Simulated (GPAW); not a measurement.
C (Fd-3m): refractive index against wavelength

The refractive index of C (Fd-3m) below the direct gap (5.55 eV on the mesh) is read from one computed spectrum, n = √(Re ε).

The structure is cubic, space group Fd-3m (No. 227). The conventional cell has a = 3.567 Å, b = 3.567 Å, c = 3.567 Å, α = 90.00°, β = 90.00°, γ = 90.00°. C on site a has 4 C at 1.54 Å as nearest neighbours.

Method: GPAW 26.7.0, LDA, RPA, k-mesh 17×17×17, local fields up to 50 eV, Lorentzian half width 0.15 eV.

Launch of the response step: `OMP_NUM_THREADS=1 python df.py`. The run took 17 s, its band step included, on 1 thread of Arm Neoverse V2, with other jobs on the host.

| wavelength (nm) | photon energy E (eV) | n |
| --- | --- | --- |
| 850 | 1.459 | 2.4310 |
| 700 | 1.771 | 2.4407 |
| 633 | 1.959 | ? |
| 532 | 2.331 | 2.4636 |
| 450 | 2.755 | 2.4865 |
| 405 | 3.061 | 2.5064 |
| 365 | 3.397 | 2.5320 |

In the single-oscillator model n² − 1 = E₀E_d/(E₀² − E²), so 1/(n² − 1) = E₀/E_d − E²/(E₀E_d) is linear in E².

Working, on the rows shown:

| x = E² (eV²) | y = 1/(n² − 1) |
| --- | --- |
| 2.12762 | 0.203676 |
| 3.13716 | 0.201734 |
| 5.43137 | 0.197265 |
| 7.59115 | 0.19295 |
| 9.37179 | 0.189321 |
| 11.5384 | 0.184808 |

Means: x̄ = 6.5329, ȳ = 0.19496. Σ(x − x̄)(y − ȳ) = -0.1329, Σ(x − x̄)² = 66.39. Slope = -0.1329 / 66.39 = -0.002002; intercept = ȳ − slope · x̄ = 0.20804. Turned back into n, the line misses the rows shown by at most 0.00076.

Problem. Predict the last column of the withheld row from the fit.

Solution. At x = 3.8364 the line gives y = 0.20036, that is 2.4477. The run gave 2.4476, so the interpolation is off by 7.1e-05, 0.1 % of the range in the table.

Refitted with all rows, the slope is -0.002002 and the intercept 0.20804. These give E₀ = √(intercept/−slope) = 10.19 eV and E_d = E₀/intercept = 49.0 eV; E₀ is 1.8 times the direct gap. The electronic limit at long wavelengths, without lattice vibrations, is n = √(1 + 1/intercept) = 2.410. Excitons are left out; LDA gaps are as a rule too small. The values come from a sum over the points of one k-mesh and carry its error, which grows as the direct gap shrinks. The local-field cutoff holds few shells of reciprocal vectors for this small cell, so ε∞ can read a few per cent high.
